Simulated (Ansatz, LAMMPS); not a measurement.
# Charge trapping in glassy 68P2O5-32SrO (mol %) (103 atoms), part 2 of 4

Aim: add and remove one electron in glassy 68P2O5-32SrO (mol %) (103 atoms), with atoms held and relaxed, and read trapping energy and localisation.

Ansatz 0.2.0; Kohn-Sham DFT, PBE, PAW (set soft_2), plane waves.

The cell: 26 P, 6 Sr and 71 O. The quench rate of 50 K/ps far exceeds what a furnace or splat quench reaches. The network of bonds at the start is that of the classical potential that made the cell. The Brillouin zone is sampled at Γ only, in a cell whose shortest periodic width is 11 Å.

So far. Step 2 (Single point at the start): The r.m.s. force at the start is 1.7 eV/Å. Step 3 (Relaxation): The relaxation converged after 29 steps, 17.4 eV below its start, with a largest force component of 0.040 eV/Å.

## 4. Single point at the relaxed geometry

One more single point at the end of the walk gives the fuller output and checks the residual forces.

The input, input.yaml:

```yaml
crystal:
  lattice:
    - [11.39152, 0.0, 0.0]
    - [0.0, 11.39152, 0.0]
    - [0.0, 0.0, 11.39152]
  atoms:
    - { symbol: P, position: [0.58056, 0.74638, 0.48431] }
    - { symbol: P, position: [0.79651, 0.17522, 0.81799] }
    - { symbol: P, position: [0.3624, 0.0978, 0.92125] }
    - { symbol: P, position: [0.64017, 0.0598, 0.19514] }
    - { symbol: P, position: [0.4314, 0.05927, 0.32851] }
    - { symbol: P, position: [0.32563, 0.79897, 0.53166] }
    [... 91 atom lines left out ...]
    - { symbol: O, position: [0.40606, 0.40481, 0.95583] }
    - { symbol: O, position: [0.60804, 0.87436, 0.48187] }
    - { symbol: O, position: [0.17032, 0.54172, 0.57871] }
    - { symbol: O, position: [0.64523, 0.66973, 0.82266] }
    - { symbol: O, position: [0.69076, 0.16194, 0.74345] }
    - { symbol: O, position: [0.18346, 0.91313, 0.25692] }
kpoints:
  mp_grid: { grid: [1, 1, 1] }
hamiltonian:
  xc: pbe
scf:
  occupations: { method: fermi_dirac, width: 0.025 }
output:
  forces: true
  stress: true
  populations: intrinsic
  dos:
    method: { smearing: { sigma: 0.1 } }
    de: 0.1
    projected: { site_lists: { O: [O], P: [P], Sr: [Sr] } }
  eigenvalues: true
  write_density: true
  write_potential: true
  volumetric_format: npy
  elf: true
```

Started as:

```console
$ ansatz run input.yaml --threads 4 --pin off --max-ram 8192MiB --backend cpu --events-out ev --progress --plain --runs-dir out
```

Numbers of over 12 decimals in the logs are rounded to 6 here.

The log of the run:

```text
[...]
Crystal: 103 atoms, lattice volume = 1478.240 Å³
Basis set: ecut = 420 eV, 28887 PW (Γ), exchange–correlation on 160×160×160 points (8 copies of the dense FFT grid, shifted against one another)
Bands: 411, of which v1, the nominal top of the filled ones, is band 308 counted from 1 (307 counted from 0)
Symmetry: 1 space group operations
[...]
k-points: 1
[...]
SCF iter   1: F=—  HF=-81248.266265 eV  |F-HF|=—  |Δ(HF+E_count)|=         —  Δρ=3.35e-3  dr2=1.80e-1  ethr=1.77e-3  ⟨swp⟩=8.0  Hψ=2280  notcnv=0  defer=71
[...]
SCF iter   9: F=-81248.255785 eV  HF=-81248.255785 eV  |F-HF|=5.42e-8  |Δ(HF+E_count)|=   2.13e-7  Δρ=2.56e-6  dr2=9.36e-8  ethr=1.62e-11  ⟨swp⟩=25.0  Hψ=4820  notcnv=0
SCF 1 converged in 9 iterations: F = -81248.255785 eV  dr2 = 9.36e-8
[...]
SCF converged after 9 iterations
Free energy (F): -81248.255785 eV
[...]
Internal energy: -81248.255785 eV  (E = F + TS)
E sigma→0 (E₀):  -81248.255785 eV
Fermi energy:    5.281358 eV
[...]
--- Forces (eV/Å), atoms counted from 1 ---
  atom   1  P      0.00544509     0.01341872     0.00775279
  atom   2  P     -0.01169851     0.00866866    -0.00521630
  atom   3  P      0.00376490    -0.00246899    -0.00808807
  atom   4  P      0.00402376    -0.00522756     0.00032839
  atom   5  P      0.02049357    -0.00372745     0.00332355
  atom   6  P     -0.00263682    -0.00223825    -0.01068341
  atom   7  P     -0.00495407     0.00745318    -0.00577503
  atom   8  P     -0.01209361    -0.00183103    -0.00225221
  atom   9  P      0.01300651    -0.00380319     0.00426439
  atom  10  P     -0.01364317    -0.00617050    -0.01168060
  atom  11  P     -0.00455134     0.00437287    -0.00815919
  atom  12  P     -0.00575220    -0.00529114     0.01026810
  atom  13  P      0.00638629    -0.00643289     0.00647569
  atom  14  P     -0.00117177     0.00337166     0.00890828
[...]
atom 102  O      0.00584118    -0.00098147     0.00204335
  atom 103  O     -0.00639044    -0.00512063    -0.00080947
  max |Σ_I F_I| component: 1.14e-4 eV/Å
--- Stress (GPa, compression-positive) ---
       -0.352651       0.233587      -0.268438
        0.233587       1.149683       0.095127
       -0.268437       0.095125       0.078861
  P = ⅓ Tr σ = 0.2920 GPa (2.920 kbar)
--- Band table (eV) ---
[...]
--- intrinsic populations: 103 sites ---
  site symbol       q [e]
     0      P      2.8923
     1      P      2.8744
     2      P      2.9137
[...]
102      O      6.9556
  spilling = 0.000000 (of n_electrons = 616.000000)
```

The job ended after 16 s (4 threads of Intel Xeon Platinum 8488C (Sapphire Rapids), shared host; peak memory 2 GiB).

Numbers from this run:

```yaml
free_energy: -81248.2558 eV
free_energy_per_atom: -788.8180 eV/atom
scf_cycles: 9
pressure: 0.292 GPa
r_m_s_force_component: 0.00752 eV/Å
longest_force: 0.05142 eV/Å
fermi_energy: 5.281 eV
spacing_of_highest_filled_and_lowest_empty_level: 3.163 eV
```

Intrinsic-atomic-orbital charges by element:

```tsv
element	coordination	atoms	mean charge (e)	spread	least	most
O	all	71	-0.930	0.0816	-1.14	-0.819
P	all	26	2.13	0.0526	2.04	2.26
Sr	all	6	1.77	0.0052	1.76	1.77
```

States in the cell by windows of 1 eV, zero at the Fermi level; the larger projections on atomic orbitals stand beside the total:

```tsv
from (eV)	to (eV)	total	O p	P p	O s
-14	-13	10.3	6.0	1.6	1.1
-13	-12	15.9	10.0	3.1	1.2
-12	-11	12.2	8.1	2.7	0.6
-11	-10	14.0	9.5	3.3	0.6
-10	-9	7.4	5.2	1.4	0.5
-9	-8	21.7	16.0	1.9	2.5
-8	-7	52.2	39.2	4.5	5.8
-7	-6	56.7	47.0	3.9	3.8
-6	-5	57.8	50.8	2.6	2.5
-5	-4	56.1	50.7	2.6	1.0
-4	-3	71.9	67.2	2.2	0.5
-3	-2	36.5	35.0	0.6	0.1
-2	-1	3.2	3.1	0.0	0.0
-1	1	0.0	0.0	0.0	0.0
1	2	2.0	0.3	0.2	0.5
2	3	5.7	1.0	1.0	1.0
3	4	18.0	3.0	5.1	2.6
4	5	35.9	5.5	9.7	3.0
```

Between -26 and -14 eV lie 187 more states.

The levels nearest the highest filled one (over half full), pooled over k-points and spins:

```tsv
level less the highest filled one (eV)	occupation
-0.960	2
-0.892	2
-0.833	2
-0.513	2
-0.456	2
0	2
3.16	0
4.04	0
4.06	0
4.49	0
4.72	0
4.81	0
```

Valence density in the ac plane at fractional y = 0.459, with atoms of P and Sr and O within 0.2 Å of it. It is the smooth field of the valence electrons, not physical close to the nuclei.

Ten steps, logarithmic in the rise over the least value, from '_' (0.0 e/Å³) to '@' (6.3 e/Å³), each cell a mean:
```
%%**--::::------::..::==**##**++==++**##**==::......::--==**##@@
##++--....::--::....::==++**++==----++**++==::::::--==--==++**##
==::..____......____..::------::..::--====------==++**==------==
..______________________....______..::--======--==++++==::......
__________________________________..--++****++--------::..______
..__________________........______::++%%@@@@**--::....____......
--::____________....::----::..____::++%%@@@@**--..______::--====
**==..____........::--====--::......--++****==::______..--**%%%%
%%==::....::::::....::------::------::::::::..________::==##@@@@
++--....------::........::--++**##**++::..____________..--++####
::......::----::..______..==##%%##%%**--..____________....::----
..______........________..--**######**--..______................
__________________......::::==******==::........::--==++==::....
____..::::::......--==++++--::::--::..::::::::::==**%%%%##==::..
__..--++**++==----++%%@@%%**--..____....::::::::==##@@@@%%++::..
..::**%%@@%%**++++**%%@@@@**--..______....::::::--++####**--..__
__::++%%@@%%**==--**####**==::__________....::::::::----::..____
__..--++****++==--==++==--::..............::----::......________
____..::::--==++++++==::....::--++++==::::--====--..____________
__________..--++****==::....--**%%@@##==::::----::....__________
__________..--++##**++::..::==##@@@@%%==::....::::::..__________
__________..::--====--::::--==**####**--..____..................
--::..____....::::::..::--======++++==--::..______......::::----
**++::....::--::....::--++****====++++++==--..______..::--==**##
```
Columns run along a (11.4 Å), rows up along c (11.4 Å). Atoms in or near the plane, at fractional coordinates: P at (0.25, 0.28), Sr at (0.51, 0.54), O at (0.36, 0.36), O at (0.64, 0.74), O at (0.96, 0.64), O at (0.53, 0.15), O at (0.84, 0.40).

ELF in the ac plane at fractional y = 0.459, with atoms of P and Sr and O within 0.2 Å of it. It is the smooth field of the valence electrons, not physical close to the nuclei.

Values, 13 rows by 16 columns, each cell a mean:
```
0.77 0.31 0.29 0.53 0.11 0.53 0.78 0.65 0.37 0.77 0.72 0.15 0.25 0.30 0.51 0.74
0.44 0.11 0.04 0.08 0.02 0.26 0.52 0.29 0.07 0.31 0.41 0.29 0.69 0.72 0.21 0.41
0.03 0.01 0.03 0.02 0.01 0.04 0.06 0.01 0.15 0.58 0.71 0.46 0.29 0.47 0.08 0.04
0.53 0.06 0.01 0.02 0.09 0.47 0.57 0.11 0.24 0.79 0.66 0.67 0.08 0.05 0.39 0.67
0.77 0.12 0.32 0.28 0.13 0.48 0.45 0.20 0.30 0.30 0.51 0.30 0.02 0.16 0.72 0.70
0.40 0.12 0.66 0.59 0.10 0.06 0.23 0.75 0.66 0.62 0.04 0.01 0.01 0.04 0.34 0.63
0.02 0.03 0.17 0.16 0.05 0.14 0.21 0.73 0.72 0.49 0.11 0.07 0.21 0.40 0.26 0.05
0.06 0.44 0.52 0.19 0.38 0.76 0.64 0.21 0.19 0.15 0.44 0.16 0.55 0.64 0.77 0.22
0.31 0.81 0.71 0.54 0.50 0.63 0.79 0.38 0.01 0.09 0.18 0.08 0.39 0.72 0.68 0.16
0.27 0.69 0.65 0.32 0.22 0.47 0.31 0.13 0.32 0.12 0.17 0.40 0.12 0.13 0.13 0.01
0.02 0.09 0.11 0.49 0.73 0.44 0.07 0.65 0.75 0.67 0.15 0.26 0.08 0.02 0.01 0.00
0.11 0.02 0.08 0.52 0.75 0.38 0.17 0.63 0.69 0.59 0.09 0.04 0.10 0.04 0.05 0.07
0.66 0.21 0.10 0.18 0.09 0.19 0.54 0.24 0.28 0.40 0.37 0.06 0.02 0.11 0.32 0.59
```
Columns run along a (11.4 Å), rows up along c (11.4 Å). Atoms in or near the plane, at fractional coordinates: P at (0.25, 0.28), Sr at (0.51, 0.54), O at (0.36, 0.36), O at (0.64, 0.74), O at (0.96, 0.64), O at (0.53, 0.15), O at (0.84, 0.40).

Between filled and empty levels lie 3.16 eV (at Γ alone); a semilocal functional tends to put such gaps too low. In a disordered cell it changes from sample to sample, and tail or defect levels can set it. Mean intrinsic-atomic-orbital charges: O -0.93, P +2.13, Sr +1.77 e.

## 5. An extra electron, atoms held

The electron count changes by one with the atoms held: a vertical process, on a uniform background, with spin and a narrow Fermi–Dirac smearing. Its energy against the neutral cell hangs on the program's zero of potential.

The input, input.yaml:

```yaml
crystal:
  lattice:
    - [11.39152, 0.0, 0.0]
    - [0.0, 11.39152, 0.0]
    - [0.0, 0.0, 11.39152]
  atoms:
    [... the 103 atom lines of step 4 ...]
total_charge: -1
kpoints:
  mp_grid: { grid: [1, 1, 1] }
hamiltonian:
  xc: pbe
scf:
  occupations: { method: fermi_dirac, width: 0.01 }
  lower_state_search: "off"
output:
  forces: true
  stress: true
  populations: true
  dos:
    method: { smearing: { sigma: 0.08 } }
    de: 0.1
    projected: { site_lists: { O: [O], P: [P], Sr: [Sr] } }
  eigenvalues: true
  write_density: true
  write_potential: true
  volumetric_format: npy
magnetization:
  spin_polarized: true
  initial_magnetization: 1
```

The log of the run:

```text
[...]
Crystal: 103 atoms, lattice volume = 1478.240 Å³
Basis set: ecut = 420 eV, 28887 PW (Γ), exchange–correlation on 160×160×160 points (8 copies of the dense FFT grid, shifted against one another)
Bands: 412, of which v1, the nominal top of the filled ones, is band 309 counted from 1 (308 counted from 0)
Symmetry: 1 space group operations
[...]
k-points: 1
[...]
Starting moments: Σ|m| = 1 μB on 103 of 103 sites
[...]
SCF iter   1: F=—  HF=-81311.576160 eV  |F-HF|=—  |Δ(HF+E_count)|=         —  Δρ=5.29e-2 (↑5.26e-2 ↓5.29e-2)  dr2=2.23e2  dr2_m=6.32e-2  M=1.000 μB ∫|m|=1.034 μB  β_m=1.00  ethr=3.10e-3  ⟨swp⟩=12.0  Hψ=4970  notcnv=0  defer=113
[...]
spin=Collinear: Resta preconditioning applied to the charge; magnetization (m = ρ↑ − ρ↓) channel mixes plain (no charge-response kernel on spin).
SCF iter   2: F=—  HF=-81264.060738 eV  |F-HF|=—  |Δ(HF+E_count)|=         —  Δρ=2.76e-2 (↑2.74e-2 ↓2.76e-2)  dr2=7.31e1  dr2_m=9.62e-3  M=0.999 μB ∫|m|=1.031 μB  β_m=0.30  ethr=3.10e-3  ⟨swp⟩=3.5  Hψ=1540  notcnv=0  defer=195
[...]
SCF iter  11: F=—  HF=-81241.258195 eV  |F-HF|=—  |Δ(HF+E_count)|=   1.92e-3  Δρ=4.05e-4 (↑4.05e-4 ↓3.89e-4)  dr2=6.76e-5  dr2_m=2.12e-3  M=0.901 μB ∫|m|=0.936 μB  β_m=0.30  ethr=5.76e-8  ⟨swp⟩=3.5  Hψ=1411  notcnv=0  defer=198
[...]
spin-set hold released at iteration 11 (site moments contracting): the magnetisation degrees of freedom join the quasi-Newton model from the next iteration; the mixer history was flushed
SCF iter  12: F=—  HF=-81241.259584 eV  |F-HF|=—  |Δ(HF+E_count)|=   1.39e-3  Δρ=3.44e-4 (↑3.44e-4 ↓3.23e-4)  dr2=7.54e-5  dr2_m=1.50e-3  M=0.931 μB ∫|m|=0.972 μB  β_m=0.45  ethr=1.10e-8  ⟨swp⟩=3.5  Hψ=1774  notcnv=0  defer=198
SCF iter  13: F=—  HF=-81241.261990 eV  |F-HF|=—  |Δ(HF+E_count)|=   2.41e-3  Δρ=6.56e-5 (↑6.56e-5 ↓6.21e-5)  dr2=4.17e-5  dr2_m=4.41e-5  M=0.981 μB ∫|m|=1.041 μB  β_m=0.56  ethr=1.10e-8  ⟨swp⟩=4.5  Hψ=2177  notcnv=0  defer=198
[...]
SCF iter  18: F=-81241.262002 eV  HF=-81241.262002 eV  |F-HF|=4.80e-10  |Δ(HF+E_count)|=   5.12e-8  Δρ=6.46e-7 (↑6.46e-7 ↓5.74e-7)  dr2=1.12e-8  dr2_m=2.76e-9  M=0.985 μB ∫|m|=1.051 μB  β_m=0.81  ethr=6.47e-12  ⟨swp⟩=8.5  Hψ=5691  notcnv=0
SCF iter  19: F=-81241.262002 eV  HF=-81241.262002 eV  |F-HF|=1.80e-9  |Δ(HF+E_count)|=   5.59e-9  Δρ=2.63e-7 (↑2.63e-7 ↓2.50e-7)  dr2=3.28e-9  dr2_m=7.09e-11  M=0.985 μB ∫|m|=1.051 μB  ethr=1.82e-12  ⟨swp⟩=9.0  Hψ=5671  notcnv=0
SCF 1 converged in 19 iterations: F = -81241.262002 eV  dr2 = 3.28e-9
[...]
SCF converged after 19 iterations
Magnetization: 0.9851 μB (308.9925 up, 308.0075 down)
Absolute magnetization: 1.0509 μB (∫|ρ↑−ρ↓|, with the PAW one-centre terms)
[...]
Per-site moments (μB) at R_I (Å): [(0.000394006, 0.615192), (0.00235921, 0.610188), (0.00118684, 0.608304), (0.00787996, 0.620316), (0.00731545, 0.603080), [...]
Free energy (F): -81241.262002 eV
[...]
Internal energy: -81241.261122 eV  (E = F + TS)
E sigma→0 (E₀):  -81241.261562 eV
Entropy (-TS):   -0.000880 eV (-0.009 meV/atom)
Fermi energy:    7.136483 eV
[...]
Σ components = -81241.262002   (vs F -81241.262002, Δ=0.00e0)
--- Forces (eV/Å), atoms counted from 1 ---
  atom   1  P     -0.02640117     0.11903153    -0.06482916
  atom   2  P      0.00822292     0.22657785     0.21190652
  atom   3  P     -0.04499012     0.13074018     0.03019802
  atom   4  P     -0.02364746     0.30204643     0.05535096
[...]
atom 103  O     -0.01320502    -0.10710061     0.02178987
  max |Σ_I F_I| component: 1.27e-5 eV/Å
--- Stress (GPa, compression-positive) ---
        0.947129       0.178848      -0.198930
        0.178849       2.033566       0.047685
       -0.198929       0.047683       1.261633
  P = ⅓ Tr σ = 1.4141 GPa (14.141 kbar)
--- Band table (eV) ---
[...]
--- Löwdin populations: 103 sites ---
  site symbol       q [e]    m [muB]
     0      P      2.8645     0.0021
     1      P      2.8496     0.0103
     2      P      2.8875     0.0048
[...]
102      O      6.8119     0.0007
  spilling = 0.017448 (of n_electrons = 617.000000)
```

Run time: 53 s. Hardware: 4 threads; peak memory 3.3 GiB.

An extra electron, atoms held: the energy stands 6.99 eV above that of the reference, with a moment of 0.99 μB.

The levels nearest the highest filled one (over half full), pooled over k-points and spins:

```tsv
level less the highest filled one (eV)	occupation
-3.81	1
-3.42	1
-3.42	1
0	0.993
0.0978	0.007
0.727	0
0.81	0
0.917	0
```

Spin density in the ac plane at fractional y = 0.459, with atoms of P and Sr and O within 0.2 Å of it.

Ten even steps from '0' (-0.90 × 1e-3 e/Å³) to '9' (8.91 × 1e-3 e/Å³), each cell a mean:
```
10111111110011011011001111111012
00111111111001011011012110011111
01111111111000000001133210101110
11111111111000000011133210001111
11111111111000000000111110001111
11111111110000111001561011111111
00011111110000111100121011111000
00000111110000111111000011110000
10000001110000000111111111110001
00000000111110011011111111110000
00000001111110111101111111111000
11111111111111011101111111111111
11111111111111100000111110000011
11111111100011111111100001111001
11100101011001111111100001221001
11014411117920011111111100100001
10016410011310011111111111000011
10001124453100011111111111111111
11011247973111100000111111111111
11111122101111000110011111111111
11111110000000012410011111111111
11111100000000001110011111111111
01111100000000100110011111111100
00111000010000011100001111111111
```
Columns run along a (11.4 Å), rows up along c (11.4 Å). Atoms in or near the plane, at fractional coordinates: P at (0.25, 0.28), Sr at (0.51, 0.54), O at (0.36, 0.36), O at (0.64, 0.74), O at (0.96, 0.64), O at (0.53, 0.15), O at (0.84, 0.40).

[end of part 2 of 4]

[Logs are printed without paths, hosts, clocks, repeated set-up lines and the standing remarks that a program may print on its own settings, such as how far it seeks lower states.]

[Hosts, paths, dates, database ids (printed as entryN), source tags and the programs' standing remarks are cut or masked in the printed files.]
